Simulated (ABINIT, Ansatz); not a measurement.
Planning a run of ABINIT 10.8.3 on K2TaNbO6 (Fm-3m). The input:

```
acell 3*1.0 Angstrom
rprim 
  -0.000000000000 4.044428000000 4.044428000000
  4.044428000000 -0.000000000000 4.044428000000
  4.044428000000 4.044428000000 -0.000000000000
ntypat 4
znucl 19 73 41 8
natom 10
typat 1 1 2 3 4 4 4 4 4 4
xred 
  0.250000000000 0.250000000000 0.250000000000
  0.750000000000 0.750000000000 0.750000000000
  0.500000000000 0.500000000000 0.500000000000
  -0.000000000000 0.000000000000 -0.000000000000
  0.749028000000 0.250972000000 0.250972000000
  0.250972000000 0.749028000000 0.749028000000
  0.250972000000 0.749028000000 0.250972000000
  0.749028000000 0.250972000000 0.749028000000
  0.250972000000 0.250972000000 0.749028000000
  0.749028000000 0.749028000000 0.250972000000
pp_dirpath "pseudos"
pseudos "K.upf, Ta.upf, Nb.upf, O.upf"
ecut 37
ngkpt 2 2 2
nshiftk 1
shiftk 0 0 0
kptopt 1
chksymbreak 0
iscf -2
irdden 1
istwfk *1
nband 278
nbdbuf 24
tolwfr 1e-09
nstep 60
prtvol 0
indata_prefix "in"
outdata_prefix "out"
tmpdata_prefix "tmp"
```

```sh
OMP_NUM_THREADS=1 mpirun -n 4 abinit run.abi > log
```

**Question.** Estimate wall time and host memory on 4 MPI ranks of Intel Xeon Platinum 8488C (Sapphire Rapids), shared host.

It took 3.9 min; on shared hardware allow 1.9 min to 7.8 min. Peak host memory was 0.49 GiB.

[Paths, hosts, dates, memory and timing lines, banners, echoed tables and standing remarks are left out of the program output.]

[Logs are printed without paths, hosts, clocks, repeated set-up lines and the standing remarks that a program may print on its own settings, such as how far it seeks lower states.]

[Runs of the session that timed out or met a known fault of the program may be left out.]

[Hosts, paths, dates, database ids (printed as entryN), source tags and the programs' standing remarks are cut or masked in the printed files.]

[G0W0 gaps are taken among the corrected bands and points alone; a level outside them can change the order at an edge.]

[Where Ansatz stands beside ABINIT at settings called matched, ABINIT's density can come from a denser mesh and the files from another edition; pairs whose starting gaps differed by over 0.03 eV were left out, so agreement reads better than it is.]
